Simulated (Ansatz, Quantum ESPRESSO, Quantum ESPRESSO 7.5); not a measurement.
## Complex bands of MgO, rock salt type, lattice constant set to 4.302 Å

How good a tunnel barrier is MgO, rock salt type, lattice constant set to 4.302 Å?

Main program and level: Quantum ESPRESSO 7.5; plane-wave DFT, PBEsol, GBRV ultrasoft pseudopotentials (cross-check by Ansatz 0.2.0 with PAW datasets).

### 1. Starting point

The structure is cubic, space group Fm-3m (No. 225). The conventional cell has a = 4.302 Å, b = 4.302 Å, c = 4.302 Å, α = 90.00°, β = 90.00°, γ = 90.00°. Nearest to Mg lie 6 O at 2.15 Å. O has 6 Mg at 2.15 Å nearest. Farther neighbours and most contacts between anions are not listed.

### 2. Ground state

pwcond needs a cell whose third axis lies along the current and stands perpendicular to the other two.

scf.in reads:

```
&control
  prefix = 'scf'
  outdir = './out'
  pseudo_dir = './pseudo'
  calculation = 'scf'
  tprnfor = .true.
/
&system
  ibrav = 0
  nat = 4
  ntyp = 2
  ecutwfc = 40
  ecutrho = 200
  occupations = 'fixed'
  nbnd = 20
/
&electrons
  conv_thr = 1e-09
  mixing_beta = 0.6
  electron_maxstep = 120
/
ATOMIC_SPECIES
  Mg  24.3050  mg_pbesol_v1.4.uspp.F.UPF
  O   15.9990  o_pbesol_v1.2.uspp.F.UPF
CELL_PARAMETERS angstrom
  3.04197337266453 0.00000000000000 0.00000000000000
  0.00000000000000 3.04197337266453 0.00000000000000
  0.00000000000000 0.00000000000000 4.30200000000000
ATOMIC_POSITIONS crystal
  Mg  0.000000000000 0.000000000000 0.000000000000
  O   0.500000000000 0.500000000000 0.000000000000
  Mg  0.500000000000 0.500000000000 0.500000000000
  O   0.000000000000 0.000000000000 0.500000000000
K_POINTS automatic
  8 8 6 0 0 0
```

Command:

```bash
$ OMP_NUM_THREADS=1 mpirun -n 2 pw.x -nk 2 -in scf.in > scf.out
```

What it wrote:

```text
Program PWSCF v.7.5 starts
[citation notice left out]

     Parallel version (MPI & OpenMP), running on       2 processor cores
     Number of MPI processes:                 2
     Threads/MPI process:                     1

     MPI processes distributed on     1 nodes
[...]
Current dimensions of program PWSCF are:
     Max number of different atomic species (ntypx) = 10
     Max number of k-points (npk) =  40000
     Max angular momentum in pseudopotentials (lmaxx) =  4
     Found identity + ( -0.5000 -0.5000 -0.5000) symmetry
     This is a supercell, fractional translations are disabled
     Message from routine setup:
     using ibrav=0 with symmetry is DISCOURAGED, use correct ibrav instead

     K-points division:     npool     =       2
     Subspace diagonalization in iterative solution of the eigenvalue problem:
     a serial algorithm will be used

     G-vector sticks info
     --------------------
     sticks:   dense  smooth     PW     G-vecs:    dense   smooth      PW
     Sum         517     421    137                12809     9189    1715

     Using Slab Decomposition

     bravais-lattice index     =            0
     lattice parameter (alat)  =       5.7485  a.u.
     unit-cell volume          =     268.6444 (a.u.)^3
     number of atoms/cell      =            4
     number of atomic types    =            2
     number of electrons       =        32.00
     number of Kohn-Sham states=           20
     kinetic-energy cutoff     =      40.0000  Ry
     charge density cutoff     =     200.0000  Ry
     scf convergence threshold =      1.0E-09
     mixing beta               =       0.6000
     number of iterations used =            8  plain     mixing
     Exchange-correlation= SLA  PW   PSX  PSC
                           (   1   4  10   8   0   0   0)

     celldm(1)=   5.748497  celldm(2)=   0.000000  celldm(3)=   0.000000
     celldm(4)=   0.000000  celldm(5)=   0.000000  celldm(6)=   0.000000

     crystal axes: (cart. coord. in units of alat)
               a(1) = (   1.000000   0.000000   0.000000 )
               a(2) = (   0.000000   1.000000   0.000000 )
               a(3) = (   0.000000   0.000000   1.414214 )

     reciprocal axes: (cart. coord. in units 2 pi/alat)
               b(1) = (  1.000000  0.000000  0.000000 )
               b(2) = (  0.000000  1.000000  0.000000 )
               b(3) = (  0.000000  0.000000  0.707107 )

     PseudoPot. # 1 for Mg read from file:
     ./pseudo/mg_pbesol_v1.4.uspp.F.UPF
     Pseudo is Ultrasoft, Zval = 10.0
     Generated by new atomic code, or converted to UPF format
     Using radial grid of  821 points,  7 beta functions with:
                l(1) =   0
                l(2) =   0
                l(3) =   0
                l(4) =   1
                l(5) =   1
                l(6) =   2
                l(7) =   2
     Q(r) pseudized with  8 coefficients,  rinner =    1.200   1.200   1.200
                                                       1.200   1.200

     PseudoPot. # 2 for O  read from file:
     ./pseudo/o_pbesol_v1.2.uspp.F.UPF
     Pseudo is Ultrasoft + core correction, Zval =  6.0
     Generated by new atomic code, or converted to UPF format
     Using radial grid of  737 points,  5 beta functions with:
                l(1) =   0
                l(2) =   0
                l(3) =   1
                l(4) =   1
                l(5) =   2
     Q(r) pseudized with  8 coefficients,  rinner =    0.900   0.900   0.900
                                                       0.900   0.900

     atomic species   valence    mass     pseudopotential
     Mg               10.00    24.30500     Mg( 1.00)
     O                 6.00    15.99900     O ( 1.00)

     16 Sym. Ops., with inversion, found

   Cartesian axes

     site n.     atom                  positions (alat units)
         1        Mg     tau(   1) = (   0.0000000   0.0000000   0.0000000  )
         2        O      tau(   2) = (   0.5000000   0.5000000   0.0000000  )
         3        Mg     tau(   3) = (   0.5000000   0.5000000   0.7071068  )
         4        O      tau(   4) = (   0.0000000   0.0000000   0.7071068  )

     number of k points=    60
                       cart. coord. in units 2pi/alat
        k(    1) = (   0.0000000   0.0000000   0.0000000), wk =   0.0052083
        k(    2) = (   0.0000000   0.0000000   0.1178511), wk =   0.0104167
        k(    3) = (   0.0000000   0.0000000   0.2357023), wk =   0.0104167
        k(    4) = (   0.0000000   0.0000000  -0.3535534), wk =   0.0052083
        k(    5) = (   0.0000000   0.1250000   0.0000000), wk =   0.0208333
        k(    6) = (   0.0000000   0.1250000   0.1178511), wk =   0.0416667
        k(    7) = (   0.0000000   0.1250000   0.2357023), wk =   0.0416667
        k(    8) = (   0.0000000   0.1250000  -0.3535534), wk =   0.0208333
        k(    9) = (   0.0000000   0.2500000   0.0000000), wk =   0.0208333
        k(   10) = (   0.0000000   0.2500000   0.1178511), wk =   0.0416667
[...]
k(   60) = (  -0.5000000  -0.5000000  -0.3535534), wk =   0.0052083

     Dense  grid:    12809 G-vectors     FFT dimensions: (  25,  25,  40)

     Smooth grid:     9189 G-vectors     FFT dimensions: (  24,  24,  36)

     Estimated max dynamical RAM per process >      42.95 MB

     Estimated total dynamical RAM >      82.77 MB

     Check: negative core charge=   -0.000003

     Initial potential from superposition of free atoms

     starting charge      31.3995, renormalised to      32.0000
     Starting wfcs are   18 randomized atomic wfcs +    2 random wfcs

     total cpu time spent up to now is        1.2 secs

     per-process dynamical memory:    27.1 Mb

     Self-consistent Calculation

     iteration #  1     ecut=    40.00 Ry     beta= 0.60
     Davidson diagonalization with overlap
     ethr =  1.00E-02,  avg # of iterations =  4.2

     total cpu time spent up to now is        3.3 secs

     total energy              =    -314.94937944 Ry
     estimated scf accuracy    <       0.69860354 Ry

     iteration #  2     ecut=    40.00 Ry     beta= 0.60
[...]
total energy              =    -315.14190238 Ry
     estimated scf accuracy    <       0.35495917 Ry

     iteration #  3     ecut=    40.00 Ry     beta= 0.60
[...]
total energy              =    -315.20537523 Ry
     estimated scf accuracy    <       0.00515240 Ry

     iteration #  4     ecut=    40.00 Ry     beta= 0.60
[...]
total energy              =    -315.20562228 Ry
     estimated scf accuracy    <       0.00032666 Ry

     iteration #  5     ecut=    40.00 Ry     beta= 0.60
[...]
total energy              =    -315.20567260 Ry
     estimated scf accuracy    <       0.00001792 Ry

     iteration #  6     ecut=    40.00 Ry     beta= 0.60
[...]
total energy              =    -315.20567678 Ry
     estimated scf accuracy    <       0.00000099 Ry

     iteration #  7     ecut=    40.00 Ry     beta= 0.60
[...]
total energy              =    -315.20567679 Ry
     estimated scf accuracy    <       0.00000033 Ry

     iteration #  8     ecut=    40.00 Ry     beta= 0.60
[...]
total energy              =    -315.20567685 Ry
     estimated scf accuracy    <          1.7E-09 Ry

     iteration #  9     ecut=    40.00 Ry     beta= 0.60
[...]
total energy              =    -315.20567685 Ry
     estimated scf accuracy    <          1.6E-09 Ry

     iteration # 10     ecut=    40.00 Ry     beta= 0.60
[...]
End of self-consistent calculation

          k = 0.0000 0.0000 0.0000 (  1125 PWs)   bands (ev):

   -65.1506 -65.1419 -32.1507 -32.1155 -32.1155 -32.0923 -32.0923 -32.0923
    -9.8849  -8.4850   3.0976   5.6902   5.6902   6.9635   6.9636   6.9636
    11.0410  15.8377  16.2000  19.2944

          k = 0.0000 0.0000 0.1179 (  1141 PWs)   bands (ev):

   -65.1500 -65.1425 -32.1471 -32.1139 -32.1139 -32.0966 -32.0939 -32.0939
    -9.7932  -8.5799   3.2403   5.7629   5.7629   6.4357   6.8625   6.8625
    11.6548  16.0570  16.1216  19.3692

          k = 0.0000 0.0000 0.2357 (  1148 PWs)   bands (ev):

   -65.1484 -65.1441 -32.1372 -32.1096 -32.1096 -32.1080 -32.0981 -32.0981
    -9.5406  -8.8390   3.6806   5.4079   5.9690   5.9690   6.6003   6.6003
    12.9447  15.5310  16.7127  19.2812

          k = 0.0000 0.0000-0.3536 (  1152 PWs)   bands (ev):

   -65.1463 -65.1462 -32.1230 -32.1230 -32.1039 -32.1039 -32.1038 -32.1038
    -9.1916  -9.1916   4.4231   4.4231   6.2708   6.2708   6.2708   6.2708
    14.3490  14.3490  17.7963  17.7964

          k = 0.0000 0.1250 0.0000 (  1135 PWs)   bands (ev):

   -65.1500 -65.1419 -32.1480 -32.1199 -32.1139 -32.0986 -32.0940 -32.0926
    -9.7819  -8.4715   3.2419   5.2597   5.7431   6.3196   6.8438   6.9230
    11.7096  16.1367  16.7394  19.1579

          k = 0.0000 0.1250 0.1179 (  1146 PWs)   bands (ev):

   -65.1494 -65.1424 -32.1459 -32.1173 -32.1125 -32.1046 -32.0940 -32.0934
    -9.6941  -8.5577   3.3250   5.3913   5.8112   5.8342   6.8306   6.8558
    12.1536  16.2146  16.7156  19.2540

[...]
highest occupied, lowest unoccupied level (ev):     6.9636   11.0410

!    total energy              =    -315.20567685 Ry
     estimated scf accuracy    <          3.5E-11 Ry

     The total energy is the sum of the following terms:
     one-electron contribution =    -179.89730352 Ry
     hartree contribution      =      98.30670803 Ry
     xc contribution           =     -48.04407604 Ry
     ewald contribution        =    -185.57100532 Ry

     convergence has been achieved in  10 iterations

     Forces acting on atoms (cartesian axes, Ry/au):

     atom    1 type  1   force =     0.00000000    0.00000000    0.00000000
     atom    2 type  2   force =     0.00000000    0.00000000    0.00000000
     atom    3 type  1   force =     0.00000000    0.00000000    0.00000000
     atom    4 type  2   force =     0.00000000    0.00000000    0.00000000

     Total force =     0.000000     Total SCF correction =     0.000000

[...]
=------------------------------------------------------------------------------=
   JOB DONE.
=------------------------------------------------------------------------------=
```

Elapsed: 20 s, on 2 MPI ranks of Arm Neoverse N1, shared host; peak memory 0.17 GiB.

This step gave:

| Quantity | Value |
| --- | --- |
| free energy | -4288.5917 eV |
| valence top, on the run's zero | 6.964 eV |
| conduction bottom, on the run's zero | 11.04 eV |
| gap by band count | 4.077 eV |

The run needed 10 iterations to bring the estimated error under 1e-09 Ry.

[end of part 1 of 3]

[Logs are printed without paths, hosts, clocks, repeated set-up lines and the standing remarks that a program may print on its own settings, such as how far it seeks lower states.]

[Hosts, paths, dates, database ids (printed as entryN), source tags and the programs' standing remarks are cut or masked in the printed files.]

[Maps of the electrostatic potential energy from Ansatz leave out the sawtooth potential of an applied field or a dipole correction, so their vacuum need not be flat; planar profiles and work functions include it.]
